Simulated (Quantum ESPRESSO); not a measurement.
**CaMn2As2: which magnetic order is lowest**

Wanted: the moments of CaMn2As2 and the energy of each order that was tried.

Main program and level: Quantum ESPRESSO 7.5; LDA; plane waves with GBRV 1.5 LDA potentials, no spin-orbit coupling.

## Step 1: The structure

Symmetry: P-3m1, No. 164, trigonal system. Conventional cell: a = 4.000 Å, b = 4.000 Å, c = 6.996 Å, α = 90.00°, β = 90.00°, γ = 120.00°. Nearest to Ca lie 6 As at 2.99 Å. Mn has 4 As at 2.41 to 2.44 Å nearest. Nearest to As lie 4 Mn at 2.41 to 2.44 Å and 3 Ca at 2.99 Å. Farther neighbours are not listed.

The cell comes from Materials Project 2023-11-01, a database of computed structures, and need not be the stable phase.

## Step 2: Start 1: ferro ++

The signs are those of the starting moments on the seeded atoms, the atoms that are given a moment.

File pw.in:

```
&CONTROL
  calculation = 'scf'
  prefix = 'pwscf'
  outdir = './tmp'
  pseudo_dir = './pseudo'
  disk_io = 'nowf'
/
&SYSTEM
  ibrav = 0
  nat = 5
  ntyp = 3
  ecutwfc = 40
  ecutrho = 280
  nbnd = 38
  occupations = 'smearing'
  smearing = 'fd'
  degauss = 0.00734986
  nspin = 2
  starting_magnetization(1) = 0
  starting_magnetization(2) = 0.2333
  starting_magnetization(3) = 0
/
&ELECTRONS
  conv_thr = 1d-08
  electron_maxstep = 150
  mixing_beta = 0.3
/
ATOMIC_SPECIES
Ca     40.0780 ca_lda_v1.uspp.F.UPF
Mn     54.9380 mn_lda_v1.5.uspp.F.UPF
As     74.9216 as_lda_v1.uspp.F.UPF
CELL_PARAMETERS angstrom
   4.0003377127    0.0000000000    0.0000000000
  -2.0001688564    3.4643940829    0.0000000000
   0.0000000000    0.0000000000    6.9955350000
ATOMIC_POSITIONS crystal
Ca      0.0000000000    0.0000000000    0.0000000000
Mn      0.3333333300    0.6666666700    0.6158690000
Mn      0.6666666700    0.3333333300    0.3841310000
As      0.6666666700    0.3333333300    0.7290990000
As      0.3333333300    0.6666666700    0.2709010000
K_POINTS automatic
8 8 4 0 0 0
```

Command:

```
OMP_NUM_THREADS=1 mpirun -n 4 pw.x -nk 4 -in pw.in > pw.out
```

Log:

```text
Program PWSCF v.7.5 starts

     Message from routine setup:
     using ibrav=0 with symmetry is DISCOURAGED, use correct ibrav instead

     K-points division:     npool     =       4
     Subspace diagonalization in iterative solution of the eigenvalue problem:

     G-vector sticks info
     --------------------
     sticks:   dense  smooth     PW     G-vecs:    dense   smooth      PW
     Sum        1099     637    187                51725    22385    3635

     Using Slab Decomposition

     bravais-lattice index     =            0
     lattice parameter (alat)  =       7.5595  a.u.
     unit-cell volume          =     654.2466 (a.u.)^3
     number of atoms/cell      =            5
     number of atomic types    =            3
     number of electrons       =        50.00
     number of Kohn-Sham states=           38
     kinetic-energy cutoff     =      40.0000  Ry
     charge density cutoff     =     280.0000  Ry
     scf convergence threshold =      1.0E-08
     mixing beta               =       0.3000
     number of iterations used =            8  plain     mixing
     Exchange-correlation= SLA  PZ   NOGX NOGC
                           (   1   1   0   0   0   0   0)

     celldm(1)=   7.559543  celldm(2)=   0.000000  celldm(3)=   0.000000
     celldm(4)=   0.000000  celldm(5)=   0.000000  celldm(6)=   0.000000

     crystal axes: (cart. coord. in units of alat)
               a(1) = (   1.000000   0.000000   0.000000 )
               a(2) = (  -0.500000   0.866025   0.000000 )
               a(3) = (   0.000000   0.000000   1.748736 )

     reciprocal axes: (cart. coord. in units 2 pi/alat)
               b(1) = (  1.000000  0.577350 -0.000000 )
               b(2) = (  0.000000  1.154701  0.000000 )
               b(3) = (  0.000000 -0.000000  0.571842 )

     PseudoPot. # 1 for Ca read from file:
     ca_lda_v1.uspp.F.UPF
     Pseudo is Ultrasoft + core correction, Zval = 10.0
     Generated by new atomic code, or converted to UPF format
     Using radial grid of  845 points,  6 beta functions with:
                l(1) =   0
                l(2) =   0
                l(3) =   1
                l(4) =   1
                l(5) =   2
                l(6) =   2
     Q(r) pseudized with  8 coefficients,  rinner =    1.500   1.500   1.500
                                                       1.500   1.500

     PseudoPot. # 2 for Mn read from file:
     mn_lda_v1.5.uspp.F.UPF
     Pseudo is Ultrasoft + core correction, Zval = 15.0
     Generated by new atomic code, or converted to UPF format
     Using radial grid of  859 points,  6 beta functions with:
                l(1) =   0
                l(2) =   0
                l(3) =   1
                l(4) =   1
                l(5) =   2
                l(6) =   2
     Q(r) pseudized with  8 coefficients,  rinner =    0.950   0.950   0.950
                                                       0.950   0.950

     PseudoPot. # 3 for As read from file:
     as_lda_v1.uspp.F.UPF
     Pseudo is Ultrasoft + core correction, Zval =  5.0
     Generated by new atomic code, or converted to UPF format
     Using radial grid of  875 points,  6 beta functions with:
                l(1) =   0
                l(2) =   0
                l(3) =   1
                l(4) =   1
                l(5) =   2
                l(6) =   2
     Q(r) pseudized with  8 coefficients,  rinner =    1.300   1.300   1.300
                                                       1.300   1.300

     atomic species   valence    mass     pseudopotential
     Ca               10.00    40.07800     Ca( 1.00)
     Mn               15.00    54.93800     Mn( 1.00)
     As                5.00    74.92160     As( 1.00)

     Starting magnetic structure
     atomic species   magnetization
     Ca              0.000
     Mn              0.233
     As              0.000

     12 Sym. Ops., with inversion, found

   Cartesian axes

     site n.     atom                  positions (alat units)
         1        Ca     tau(   1) = (   0.0000000   0.0000000   0.0000000  )
         2        Mn     tau(   2) = (  -0.0000000   0.5773503   1.0769924  )
         3        Mn     tau(   3) = (   0.5000000   0.2886751   0.6717437  )
         4        As     tau(   4) = (   0.5000000   0.2886751   1.2750017  )
         5        As     tau(   5) = (  -0.0000000   0.5773503   0.4737344  )

     number of k points=    35  Fermi-Dirac smearing, width (Ry)=  0.0073
                       cart. coord. in units 2pi/alat
        k(    1) = (   0.0000000   0.0000000   0.0000000), wk =   0.0039062
        k(    2) = (   0.0000000   0.0000000   0.1429604), wk =   0.0078125
        k(    3) = (   0.0000000   0.0000000  -0.2859208), wk =   0.0039062
        k(    4) = (   0.0000000   0.1443376   0.0000000), wk =   0.0234375
        k(    5) = (   0.0000000   0.1443376   0.1429604), wk =   0.0234375
        [... 30 further k-points ...]

     Dense  grid:    51725 G-vectors     FFT dimensions: (  45,  45,  72)

     Smooth grid:    22385 G-vectors     FFT dimensions: (  32,  32,  54)

     Check: negative core charge=   -0.000022
     Generating pointlists ...
     new r_m :   0.3081 (alat units)  2.3289 (a.u.) for type    1
     new r_m :   0.2488 (alat units)  1.8811 (a.u.) for type    2
     new r_m :   0.2488 (alat units)  1.8811 (a.u.) for type    3

     Initial potential from superposition of free atoms

     starting charge      48.9947, renormalised to      50.0000
     Starting wfcs are   44 randomized atomic wfcs

     Self-consistent Calculation

     iteration #  1     ecut=    40.00 Ry     beta= 0.30
     Davidson diagonalization with overlap
     ethr =  1.00E-02,  avg # of iterations =  2.9

     total energy              =    -576.78623646 Ry
     estimated scf accuracy    <       1.21077733 Ry

     total magnetization       =     5.25 Bohr mag/cell
     absolute magnetization    =     5.56 Bohr mag/cell

     iteration #  2     ecut=    40.00 Ry     beta= 0.30
     Davidson diagonalization with overlap
     ethr =  2.42E-03,  avg # of iterations =  2.2

     total energy              =    -576.88277571 Ry
     estimated scf accuracy    <       0.94289824 Ry

     total magnetization       =     4.91 Bohr mag/cell
     absolute magnetization    =     5.56 Bohr mag/cell

     iteration #  3     ecut=    40.00 Ry     beta= 0.30
     Davidson diagonalization with overlap
     ethr =  1.89E-03,  avg # of iterations =  1.3

     total energy              =    -577.01957531 Ry
     estimated scf accuracy    <       0.26812925 Ry

     total magnetization       =     5.49 Bohr mag/cell
     absolute magnetization    =     5.92 Bohr mag/cell

     [... further iterations left out ...]

     iteration # 11     ecut=    40.00 Ry     beta= 0.30
     Davidson diagonalization with overlap
     ethr =  4.73E-09,  avg # of iterations =  3.4

     total energy              =    -577.05184191 Ry
     estimated scf accuracy    <       0.00000083 Ry

     total magnetization       =     4.79 Bohr mag/cell
     absolute magnetization    =     5.28 Bohr mag/cell

     iteration # 12     ecut=    40.00 Ry     beta= 0.30
     Davidson diagonalization with overlap
     ethr =  1.66E-09,  avg # of iterations =  2.1

     total energy              =    -577.05184211 Ry
     estimated scf accuracy    <       0.00000005 Ry

     total magnetization       =     4.79 Bohr mag/cell
     absolute magnetization    =     5.28 Bohr mag/cell

     iteration # 13     ecut=    40.00 Ry     beta= 0.30
     Davidson diagonalization with overlap
     ethr =  1.01E-10,  avg # of iterations =  4.9

     total energy              =    -577.05184215 Ry
     estimated scf accuracy    <       0.00000002 Ry

     total magnetization       =     4.79 Bohr mag/cell
     absolute magnetization    =     5.28 Bohr mag/cell

     iteration # 14     ecut=    40.00 Ry     beta= 0.30
     Davidson diagonalization with overlap
     ethr =  4.46E-11,  avg # of iterations =  2.1

     Magnetic moment per site  (integrated on atomic sphere of radius R)
     atom   1 (R=0.308)  charge=  8.4059  magn= -0.0072
     atom   2 (R=0.249)  charge= 13.1136  magn=  2.3093
     atom   3 (R=0.249)  charge= 13.1136  magn=  2.3093
     atom   4 (R=0.249)  charge=  2.6867  magn= -0.0739
     atom   5 (R=0.249)  charge=  2.6867  magn= -0.0739

     End of self-consistent calculation

     [... lines left out ...]
     the Fermi energy is     9.4787 ev

!    total energy              =    -577.05184216 Ry
     estimated scf accuracy    <          1.5E-09 Ry
     smearing contrib. (-TS)   =      -0.00981313 Ry
     internal energy E=F+TS    =    -577.04202903 Ry

     The total energy is F=E-TS. E is the sum of the following terms:
     one-electron contribution =    -353.55521728 Ry
     hartree contribution      =     193.18739353 Ry
     xc contribution           =    -126.59971558 Ry
     ewald contribution        =    -290.07448969 Ry

     total magnetization       =     4.79 Bohr mag/cell
     absolute magnetization    =     5.28 Bohr mag/cell

     convergence has been achieved in  14 iterations

=------------------------------------------------------------------------------=
   JOB DONE.
=------------------------------------------------------------------------------=
```

Wall time 40 s (4 MPI ranks of Arm Neoverse V2, shared host); peak memory 0.6 GiB; 2.7 min of CPU time.

Spin moment in the atom's sphere by atom:

| atom | spin moment in the atom's sphere (μB) |
| --- | --- |
| Ca1 | -0.01 |
| Mn2 | 2.31 |
| Mn3 | 2.31 |
| As4 | -0.07 |
| As5 | -0.07 |

This step gave:

```
smearing term TS       : 0.1335 eV
magnetization          : 4.787 μB
absolute magnetization : 5.282 μB
final state            : ferromagnetic
```

## Step 3: Run 2, typed as antiferro q=(0,1/2,0) +−−+

This order needs a doubled cell of 10 atoms. The wavevector q is in fractions of the reciprocal vectors of the crystal's primitive cell, as the cells of these inputs are built from it; moments change sign between cells as cos(2π q·R).

File pw.in:

```
&CONTROL
  calculation = 'scf'
  prefix = 'pwscf'
  outdir = './tmp'
  pseudo_dir = './pseudo'
  disk_io = 'nowf'
/
&SYSTEM
  ibrav = 0
  nat = 10
  ntyp = 4
  ecutwfc = 40
  ecutrho = 280
  nbnd = 64
  occupations = 'smearing'
  smearing = 'fd'
  degauss = 0.00734986
  nspin = 2
  starting_magnetization(1) = 0
  starting_magnetization(2) = 0.2333
  starting_magnetization(3) = -0.2333
  starting_magnetization(4) = 0
/
&ELECTRONS
  conv_thr = 2d-08
  electron_maxstep = 150
  mixing_beta = 0.3
/
ATOMIC_SPECIES
Ca     40.0780 ca_lda_v1.uspp.F.UPF
Mn1    54.9380 mn_lda_v1.5.uspp.F.UPF
Mn2    54.9380 mn_lda_v1.5.uspp.F.UPF
As     74.9216 as_lda_v1.uspp.F.UPF
CELL_PARAMETERS angstrom
   4.0003377127    0.0000000000    0.0000000000
  -4.0003377128    6.9287881658    0.0000000000
   0.0000000000    0.0000000000    6.9955350000
ATOMIC_POSITIONS crystal
Ca      0.0000000000    0.0000000000    0.0000000000
Ca      0.0000000000    0.5000000000    0.0000000000
Mn1     0.3333333300    0.3333333350    0.6158690000
Mn2     0.3333333300    0.8333333350    0.6158690000
Mn2     0.6666666700    0.1666666650    0.3841310000
Mn1     0.6666666700    0.6666666650    0.3841310000
As      0.6666666700    0.1666666650    0.7290990000
As      0.6666666700    0.6666666650    0.7290990000
As      0.3333333300    0.3333333350    0.2709010000
As      0.3333333300    0.8333333350    0.2709010000
K_POINTS automatic
8 4 4 0 0 0
```

Log:

```text
[banner, memory and clock lines left out]
Program PWSCF v.7.5 starts

     Message from routine setup:
     using ibrav=0 with symmetry is DISCOURAGED, use correct ibrav instead

     bravais-lattice index     =            0
     lattice parameter (alat)  =       7.5595  a.u.
     unit-cell volume          =    1308.4932 (a.u.)^3
     number of atoms/cell      =           10
     number of atomic types    =            4
     number of electrons       =       100.00
     number of Kohn-Sham states=           64
     kinetic-energy cutoff     =      40.0000  Ry
     charge density cutoff     =     280.0000  Ry
     scf convergence threshold =      2.0E-08
     mixing beta               =       0.3000
     number of iterations used =            8  plain     mixing
     Exchange-correlation= SLA  PZ   NOGX NOGC
                           (   1   1   0   0   0   0   0)

     celldm(1)=   7.559543  celldm(2)=   0.000000  celldm(3)=   0.000000
     celldm(4)=   0.000000  celldm(5)=   0.000000  celldm(6)=   0.000000

     crystal axes: (cart. coord. in units of alat)
               a(1) = (   1.000000   0.000000   0.000000 )
               a(2) = (  -1.000000   1.732051   0.000000 )
               a(3) = (   0.000000   0.000000   1.748736 )

     reciprocal axes: (cart. coord. in units 2 pi/alat)
               b(1) = (  1.000000  0.577350 -0.000000 )
               b(2) = (  0.000000  0.577350  0.000000 )
               b(3) = (  0.000000 -0.000000  0.571842 )

     PseudoPot. # 1 for Ca read from file:
     ca_lda_v1.uspp.F.UPF
     Pseudo is Ultrasoft + core correction, Zval = 10.0

     PseudoPot. # 2 for Mn read from file:
     mn_lda_v1.5.uspp.F.UPF
     Pseudo is Ultrasoft + core correction, Zval = 15.0

     PseudoPot. # 3 for Mn read from file:
     mn_lda_v1.5.uspp.F.UPF
     Pseudo is Ultrasoft + core correction, Zval = 15.0

     PseudoPot. # 4 for As read from file:
     as_lda_v1.uspp.F.UPF
     Pseudo is Ultrasoft + core correction, Zval =  5.0

     atomic species   valence    mass     pseudopotential
     Ca               10.00    40.07800     Ca( 1.00)
     Mn1              15.00    54.93800     Mn( 1.00)
     Mn2              15.00    54.93800     Mn( 1.00)
     As                5.00    74.92160     As( 1.00)

     Starting magnetic structure
     atomic species   magnetization
     Ca              0.000
     Mn1             0.233
     Mn2            -0.233
     As              0.000

      4 Sym. Ops., with inversion, found

   Cartesian axes

     site n.     atom                  positions (alat units)
         1        Ca     tau(   1) = (   0.0000000   0.0000000   0.0000000  )
         2        Ca     tau(   2) = (  -0.5000000   0.8660254   0.0000000  )
         3        Mn1    tau(   3) = (  -0.0000000   0.5773503   1.0769924  )
         4        Mn2    tau(   4) = (  -0.5000000   1.4433757   1.0769924  )
         5        Mn2    tau(   5) = (   0.5000000   0.2886751   0.6717437  )
         6        Mn1    tau(   6) = (   0.0000000   1.1547005   0.6717437  )
         7        As     tau(   7) = (   0.5000000   0.2886751   1.2750017  )
         8        As     tau(   8) = (   0.0000000   1.1547005   1.2750017  )
         9        As     tau(   9) = (  -0.0000000   0.5773503   0.4737344  )
        10        As     tau(  10) = (  -0.5000000   1.4433757   0.4737344  )

     number of k points=    46  Fermi-Dirac smearing, width (Ry)=  0.0073
                       cart. coord. in units 2pi/alat
        k(    1) = (   0.0000000   0.0000000   0.0000000), wk =   0.0078125
        k(    2) = (   0.0000000   0.0000000   0.1429604), wk =   0.0156250
        k(    3) = (   0.0000000   0.0000000  -0.2859208), wk =   0.0078125
        k(    4) = (   0.0000000   0.1443376   0.0000000), wk =   0.0156250
        k(    5) = (   0.0000000   0.1443376   0.1429604), wk =   0.0156250
        [... 41 further k-points ...]

     Dense  grid:   103499 G-vectors     FFT dimensions: (  45,  81,  72)

     Smooth grid:    44787 G-vectors     FFT dimensions: (  32,  64,  54)

     Check: negative core charge=   -0.000022
     Generating pointlists ...
     new r_m :   0.3081 (alat units)  2.3289 (a.u.) for type    1
     new r_m :   0.2488 (alat units)  1.8811 (a.u.) for type    2
     new r_m :   0.2488 (alat units)  1.8811 (a.u.) for type    3
     new r_m :   0.2488 (alat units)  1.8811 (a.u.) for type    4

     Initial potential from superposition of free atoms

     starting charge      97.9894, renormalised to     100.0000
     Starting wfcs are   88 randomized atomic wfcs

     Self-consistent Calculation

     iteration #  1     ecut=    40.00 Ry     beta= 0.30
     Davidson diagonalization with overlap
     ethr =  1.00E-02,  avg # of iterations =  2.0

     total energy              =   -1153.65755922 Ry
     estimated scf accuracy    <       2.23789586 Ry

     total magnetization       =    -0.00 Bohr mag/cell
     absolute magnetization    =    12.58 Bohr mag/cell

     iteration #  2     ecut=    40.00 Ry     beta= 0.30
     Davidson diagonalization with overlap
     ethr =  2.24E-03,  avg # of iterations =  2.6

     total energy              =   -1153.86114647 Ry
     estimated scf accuracy    <       1.34911729 Ry

     total magnetization       =    -0.00 Bohr mag/cell
     absolute magnetization    =    12.06 Bohr mag/cell

     [... further iterations left out ...]

     iteration # 16     ecut=    40.00 Ry     beta= 0.30
     Davidson diagonalization with overlap
     ethr =  1.27E-10,  avg # of iterations =  3.6

     total energy              =   -1154.12166936 Ry
     estimated scf accuracy    <       0.00000008 Ry

     total magnetization       =    -0.00 Bohr mag/cell
     absolute magnetization    =    12.96 Bohr mag/cell

     iteration # 17     ecut=    40.00 Ry     beta= 0.30
     Davidson diagonalization with overlap
     ethr =  8.13E-11,  avg # of iterations =  1.5

     Magnetic moment per site  (integrated on atomic sphere of radius R)
     atom   1 (R=0.308)  charge=  8.4040  magn=  0.0021
     atom   2 (R=0.308)  charge=  8.4039  magn= -0.0021
     atom   3 (R=0.249)  charge= 13.1014  magn=  2.8615
     atom   4 (R=0.249)  charge= 13.1010  magn= -2.8614
     atom   5 (R=0.249)  charge= 13.1010  magn= -2.8614
     atom   6 (R=0.249)  charge= 13.1014  magn=  2.8615
     atom   7 (R=0.249)  charge=  2.7107  magn= -0.0023
     atom   8 (R=0.249)  charge=  2.7109  magn=  0.0023
     atom   9 (R=0.249)  charge=  2.7109  magn=  0.0023
     atom  10 (R=0.249)  charge=  2.7107  magn= -0.0023

     End of self-consistent calculation

     [... lines left out ...]
     the Fermi energy is     9.5274 ev

!    total energy              =   -1154.12166937 Ry
     estimated scf accuracy    <          9.4E-09 Ry
     smearing contrib. (-TS)   =      -0.01936063 Ry
     internal energy E=F+TS    =   -1154.10230874 Ry

     The total energy is F=E-TS. E is the sum of the following terms:
     one-electron contribution =    -706.62763406 Ry
     hartree contribution      =     386.18157732 Ry
     xc contribution           =    -253.50727260 Ry
     ewald contribution        =    -580.14897939 Ry

     total magnetization       =    -0.00 Bohr mag/cell
     absolute magnetization    =    12.96 Bohr mag/cell

     convergence has been achieved in  17 iterations
```

Run time: 4.4 min. Hardware: 4 MPI ranks; peak memory 1.3 GiB; 18 min of CPU time.

Spin moment in the atom's sphere by atom:

| atom | spin moment in the atom's sphere (μB) |
| --- | --- |
| Ca1 | 0.00 |
| Ca2 | 0.00 |
| Mn3 | 2.86 |
| Mn4 | -2.86 |
| Mn5 | -2.86 |
| Mn6 | 2.86 |
| As7 | 0.00 |
| As8 | 0.00 |
| As9 | 0.00 |
| As10 | 0.00 |

Numbers from this step:

| Quantity | Value |
| --- | --- |
| smearing term TS | 0.2634 eV |
| magnetization | 0 μB |
| absolute magnetization | 12.96 μB |
| final state | antiferromagnetic |

(Continued in part 2 of 2.)

[Logs and program files are shortened in this print: banners, set-up blocks, solver, clock and traceback lines can be left out without a mark of their own.]

[Logs are printed without paths, hosts, clocks, repeated set-up lines and the standing remarks that a program may print on its own settings, such as how far it seeks lower states.]

[Hosts, paths, dates, database ids (printed as entryN), source tags and the programs' standing remarks are cut or masked in the printed files.]

[Where a cell is said to come from a database of computed structures, the database is the Materials Project.]
